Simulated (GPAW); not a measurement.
# VN2: optical spectrum from first principles

Aim: the dielectric function of VN2, and the optical constants that follow from it.

Main program and level: GPAW 26.7.0; DFT, PBE, plane-wave PAW (GPAW data sets), scalar-relativistic, RPA, optical limit.

## 1. The starting structure

It takes space group I4/mcm (No. 140, tetragonal). Conventional cell: a = 4.301 Å, b = 4.301 Å, c = 4.983 Å, α = 90.00°, β = 90.00°, γ = 90.00°. Nearest to V lie 8 N at 2.13 Å. N has 1 N at 1.40 Å and 4 V at 2.13 Å nearest. Farther neighbours and most contacts between anions are not listed.

As a file:

```xyz
6
Lattice="-2.1507 2.1507 2.4914 2.1507 -2.1507 2.4914 2.1507 2.1507 -2.4914" Properties=species:S:1:pos:R:3 pbc="T T T"
V     0.0000    0.0000    3.7370
V     0.0000    0.0000    1.2457
N     0.4951    1.6556    0.0000
N    -0.4951    1.6556    2.4914
N     1.6556    0.4951    2.4914
N     2.6459    0.4951    0.0000
```

## 2. Bands for the response

The response needs many more empty bands than the density does.

This step: DFT, PBE, plane-wave PAW (GPAW data sets), scalar-relativistic, bands at fixed density (GPAW 26.7.0).

nscf.py reads:

```python
from ase.dft.bandgap import bandgap
from gpaw import GPAW, FermiDirac

calc = GPAW('gs.gpw').fixed_density(kpts={'size': (10, 10, 10), 'gamma': True}, nbands=47, convergence={'bands': 41},
                                    occupations=FermiDirac(0.05), txt='nscf.txt')
print('gap (eV)', bandgap(calc, output=None)[0])
print('direct gap (eV)', bandgap(calc, direct=True, output=None)[0])
print('top band over the Fermi level (eV)', min(calc.get_eigenvalues(kpt=k)[40] for k in range(len(calc.get_ibz_k_points()))) - calc.get_fermi_level())
calc.write('full.gpw', mode='all')
```

Launch:

```bash
> OMP_NUM_THREADS=1 python nscf.py
```

Numbers of over 12 decimals in the logs are rounded to 6 here.

Output:

```text
Diagonalizing LCAO Hamiltonian
Converting LCAO to pw mode
convergence criteria:
- Maximum integral of absolute [eigenst]ate change: 4e-08 eV^2 / valence electron
maximum number of iterations: 150

SCF iterations
|iter     |      energy | eigst |  dens |  magmom |
|iter:   1||             | +1.61 |       |  +0.0007|
|iter:   2||             | +0.88 |       |  +0.0007|
|iter:   3||             | +0.21 |       |  +0.0007|
|iter:   4||             | -0.79 |       |  +0.0007|
|iter:   5||             | -1.76 |       |  +0.0007|
|iter:   6||             | -2.79 |       |  +0.0007|
|iter:   7||             | -3.74 |       |  +0.0007|
|iter:   8||             | -4.73 |       |  +0.0007|
|iter:   9||             | -5.68 |       |  +0.0007|
|iter:  10||             | -6.67 |       |  +0.0007|
|iter:  11||             | -7.45c|       |  +0.0007|
SCF steps: 11
  __  _  _
 | _ |_)|_||  |
 |__||  | ||/\| - 26.7.0

Versions:
  Python: 3.12.14
  ASE:    3.29.0
  Numpy:  2.5.5
  Scipy:  1.18.1
  Libxc:  7.0.0

Input parameters:
  mode=PW(ecut=400.0),
  convergence={'bands': 41},
  gpts=array([20, 20, 20]),
  kpts=MonkhorstPack(size=(10, 10, 10), gamma=True),
  maxiter=150,
  nbands=47,
  occupations=Occupations(name='fermi-dirac', width=0.05, fixmagmom=False),
  parallel={},
  xc=XC(name='PBE')

--- standard output ---
gap (eV) 0.0
direct gap (eV) 0.0
top band over the Fermi level (eV) 15.909431
```

The job ended after 3.3 min (1 thread of Arm Neoverse V2, shared host; peak memory 0.4 GiB).

## 3. Dielectric function, RPA

Transitions between filled and empty bands, summed over the zone, give the optical response, so mesh, band count and broadening shape it.

The induced potential is part of this response.

This step: DFT, PBE, plane-wave PAW (GPAW data sets), scalar-relativistic, RPA, optical limit (GPAW 26.7.0).

df.py reads:

```python
from gpaw.response.df import DielectricFunction

df = DielectricFunction('full.gpw', frequencies={'type': 'nonlinear', 'domega0': 0.03, 'omega2': 8},
                        ecut=50,
                        eta=0.2,
                        nbands=41,
                        rate=0.03,
                        txt='df.txt')
for direction in ['x', 'z']:
    df.get_dielectric_function(xc='RPA', direction=direction, filename=f'df_{direction}.csv')
```

Launch:

```bash
> OMP_NUM_THREADS=1 python df.py
```

Output:

```text
Using integrator: PointIntegrator
NonLinearFrequencyDescriptor(from 0.000 to 83.625 eV, 524 points)
Nonperiodic BCs:  [False False False]
Using integrator: PointIntegrator
NonLinearFrequencyDescriptor(from 0.000 to 83.625 eV, 524 points)
Nonperiodic BCs:  [False False False]
Using integrator: PointIntegrator

Calculating chi0 body with:
    Ground state adapter containing:
    Number of spins: 2
    Number of kpoints: 1000
    Number of irreducible kpoints: 144
    Number of completely occupied states: 21
    Number of partially occupied states: 26

    Linear response parametrization:
    q_c: [0.0, 0.0, 0.0]
    Number of frequency points: 524
    Planewave cutoff: 50.0
    Number of bands: 41
    Number of planewaves: 43
    Broadening (eta): 0.2

Integrating chi0 body.

Symmetries of q_c:
    Direct symmetries (Uq -> q): 8
    Indirect symmetries (TUq -> q): 0
In total 8 allowed symmetries.

144 groups of equivalent kpoints. 85.6% reduction.

Integral kind: spectral function

Calculating chi0 optical extensions with:
    Ground state adapter containing:
    Number of spins: 2
    Number of kpoints: 1000
    Number of irreducible kpoints: 144
    Number of completely occupied states: 21
    Number of partially occupied states: 26

    Linear response parametrization:
    Number of frequency points: 524
    Planewave cutoff: 50.0
    Number of bands: 41
    Number of planewaves: 43
    Broadening (eta): 0.2
Integrating chi0 head and wings.

Symmetries of q_c:
    Direct symmetries (Uq -> q): 8
    Indirect symmetries (TUq -> q): 0
In total 8 allowed symmetries.

144 groups of equivalent kpoints. 85.6% reduction.

Integral kind: spectral function wings

Calculating drude chi0 with:
    Number of frequency points:524
    Plasma frequency decay rate: 0.03 eV

    Ground state adapter containing:
    Number of spins: 2
    Number of kpoints: 1000
    Number of irreducible kpoints: 144
    Number of completely occupied states: 21
    Number of partially occupied states: 26

Symmetries of q_c:
    Direct symmetries (Uq -> q): 8
    Indirect symmetries (TUq -> q): 0
In total 8 allowed symmetries.

144 groups of equivalent kpoints. 85.6% reduction.

Integral kind: intraband
Plasma frequency:
[[2.19+0.j 0.  +0.j 0.  +0.j]
 [0.  -0.j 2.19+0.j 0.  +0.j]
 [0.  +0.j 0.  +0.j 4.79-0.j]]
```

It took 44 s on 1 thread; peak memory 0.3 GiB.

Sum at mesh points, not converged in k. Table of Im ε by photon energy; read off at these points:

```csv
photon energy (eV),E ∥ x,E ∥ z
0.5,10.6,28.0
1.0,10.2,22.8
1.5,8.29,12.9
2.0,8.34,10.4
2.5,12.5,12.7
3.0,15.0,12.6
3.5,17.1,13.7
4.0,15.8,11.9
4.5,12.9,8.34
5.0,10.6,8.48
5.5,10.5,9.21
6.0,10.6,8.72
6.5,8.78,7.54
7.0,6.34,5.22
7.5,5.48,3.55
8.0,4.96,2.65
8.5,4.19,2.08
9.0,3.34,1.86
9.5,2.80,1.81
10.0,2.21,1.70
10.5,1.80,1.70
11.0,1.68,1.29
11.5,1.57,1.25
12.0,1.75,1.86
12.5,2.82,1.41
13.0,3.62,1.23
13.5,3.33,1.39
14.0,2.83,2.49
14.5,2.57,4.44
15.0,2.21,3.82
15.5,1.97,3.19
```

Values under 1 per cm are given as 1; sum at mesh points, not converged in k. Table of absorption coefficient by photon energy:

```csv
photon energy (eV),E ∥ x (1/cm),E ∥ z (1/cm)
0.492,1.1e5,4.2e5
1.010,1.4e5,4.1e5
1.486,1.7e5,4.1e5
1.985,2.1e5,4.0e5
2.508,3.9e5,5.3e5
3.018,5.9e5,6.2e5
3.510,8.4e5,8.6e5
3.980,1.0e6,9.8e5
4.516,1.1e6,9.4e5
4.981,1.1e6,1.0e6
5.515,1.3e6,1.2e6
6.021,1.5e6,1.4e6
6.494,1.6e6,1.5e6
6.985,1.6e6,1.6e6
7.496,1.5e6,1.5e6
8.026,1.6e6,1.4e6
8.516,1.6e6,1.2e6
9.023,1.6e6,1.1e6
9.483,1.5e6,1.0e6
10.026,1.4e6,9.8e5
10.519,1.2e6,1.0e6
11.029,1.1e6,8.1e5
11.479,9.4e5,6.8e5
12.023,8.6e5,9.4e5
12.504,1.2e6,8.6e5
13.000,1.6e6,6.7e5
13.512,1.8e6,6.4e5
14.040,1.8e6,1.0e6
14.493,1.9e6,1.8e6
14.960,1.8e6,2.1e6
15.536,1.9e6,2.2e6
```

Sum at mesh points, not converged in k. Im ε, E ∥ x against photon energy; read off at these points:

```csv
photon energy (eV),without local fields,with local fields
0.50,10.7,10.6
1.00,10.5,10.2
1.50,8.45,8.29
2.00,8.58,8.34
2.50,13.0,12.5
3.00,15.7,15.0
3.50,17.6,17.1
4.00,16.1,15.8
4.50,12.7,12.9
5.00,10.1,10.6
5.50,10.0,10.5
6.00,9.81,10.6
6.50,8.15,8.78
7.00,5.96,6.34
7.50,5.25,5.48
8.00,4.64,4.96
8.50,3.84,4.19
9.00,3.15,3.34
9.50,2.67,2.80
10.00,2.10,2.21
10.50,1.77,1.80
11.00,1.63,1.68
11.50,1.62,1.57
12.00,1.97,1.75
12.50,3.88,2.82
12.92,5.05,3.59
13.00,4.91,3.62
13.50,4.01,3.33
14.00,3.19,2.83
14.50,2.86,2.57
15.00,2.46,2.21
15.50,2.12,1.97
```

Sum at mesh points, not converged in k. Reflectivity at normal incidence against photon energy; read off at these points:

```csv
photon energy (eV),E ∥ x (%),E ∥ z (%)
0.50,40.9,90.7
1.00,38.5,63.9
1.50,36.7,49.1
2.00,38.5,38.3
2.50,41.9,41.2
3.00,43.8,40.7
3.50,46.2,44.9
4.00,46.6,45.1
4.07,46.8,45.4
4.50,44.9,39.5
5.00,42.5,38.2
5.50,42.1,40.3
6.00,46.1,45.4
6.50,47.8,47.8
6.71,48.7,50.8
7.00,47.9,51.2
7.27,44.5,52.3
7.50,42.2,50.9
8.00,44.2,49.1
8.50,42.7,41.3
9.00,42.9,32.2
9.50,41.6,26.7
10.00,38.9,21.4
10.50,31.8,19.9
11.00,22.2,13.8
11.50,14.3,7.51
12.00,10.2,11.4
12.50,15.8,10.0
13.00,23.4,5.88
13.50,27.1,7.19
14.00,28.3,13.3
14.50,29.2,22.7
15.00,27.6,27.5
15.50,31.0,29.2
```

The loss function −Im 1/ε at q → 0 has structure finer than the step of the table below, so its rows give means over 0.5 eV, whole bins alone (the curve runs from 0.305 to 15.8 eV). Peaks (eV: height): E ∥ x 11.33: 0.629; E ∥ z 10.95: 0.750, 12.50: 0.597.

Sum at mesh points, not converged in k. The loss function −Im 1/ε at q → 0 by energy loss; means over each step:

```csv
energy loss (eV),E ∥ x,E ∥ z
1.0,0.0407,0.0388
1.5,0.0369,0.0719
2.0,0.0298,0.0828
2.5,0.0343,0.0701
3.0,0.0410,0.0684
3.5,0.0492,0.0724
4.0,0.0618,0.0861
4.5,0.0764,0.115
5.0,0.0923,0.117
5.5,0.0947,0.109
6.0,0.0945,0.111
6.5,0.105,0.116
7.0,0.130,0.131
7.5,0.159,0.166
8.0,0.166,0.217
8.5,0.190,0.320
9.0,0.219,0.440
9.5,0.262,0.512
10.0,0.335,0.576
10.5,0.469,0.610
11.0,0.587,0.735
11.5,0.601,0.569
12.0,0.430,0.445
12.5,0.290,0.556
13.0,0.274,0.407
13.5,0.299,0.241
14.0,0.338,0.188
14.5,0.368,0.192
15.0,0.418,0.257
15.5,0.451,0.309
```

At chosen wavelengths:

```csv
wavelength (nm),n x,k x,R (%) x,1/α x,n z,k z,R (%) z,1/α z
1550,3.70,1.329,37.9,93 nm,2.63,4.604,69.4,27 nm
1064,3.69,1.287,37.6,66 nm,2.63,3.700,60.8,23 nm
633,3.95,1.030,38.2,49 nm,2.61,2.040,39.3,25 nm
450,4.04,1.715,43.0,21 nm,2.91,1.981,39.4,18 nm
308,3.08,2.545,46.7,9.6 nm,2.41,2.443,45.2,10 nm
248,2.33,2.262,42.5,8.7 nm,2.12,1.998,38.2,9.9 nm
193,1.86,2.432,47.2,6.3 nm,1.66,2.320,46.7,6.6 nm
```

A polished face would reflect 40 % of daylight and look grey (CIE x = 0.306, y = 0.325 under D65).

## 4. Summary of results

What this shows: At this level (PBE, RPA) VN2 is a metal. The mesh is too coarse to trust the carriers' weight, the reflectivity or the colour to better than tens of per cent. A polished face would reflect 40 % of daylight and look grey (CIE x = 0.306, y = 0.325 under D65). The carriers' damping of 0.03 eV is typed, not computed; it shapes the response at the lowest energies. The magnetic state comes from one start and need not be the lowest. The curves end at 16 eV, about where the summed bands run out. In this version of GPAW the matrix elements of the optical limit are incomplete, which can lower ε − 1 by up to a tenth where first-row anions or d states rule, and shift it by more in d metals. GPAW's carrier term has the form −ωp²/(ω + i·rate)², which damps like twice the rate and fails at low energy, so the curves leave the lowest energies out. The sum runs over mesh points 0.21 Å⁻¹ apart with no interpolation, so peaks are partly noise of the mesh, and the Drude plasma energy, a sum over the Fermi surface, isn't converged.

[Machine, clock and banner lines and Python warnings are left out of the logs.]

[Logs are printed without paths, hosts, clocks, repeated set-up lines and the standing remarks that a program may print on its own settings, such as how far it seeks lower states.]

[Hosts, paths, dates, database ids (printed as entryN), source tags and the programs' standing remarks are cut or masked in the printed files.]
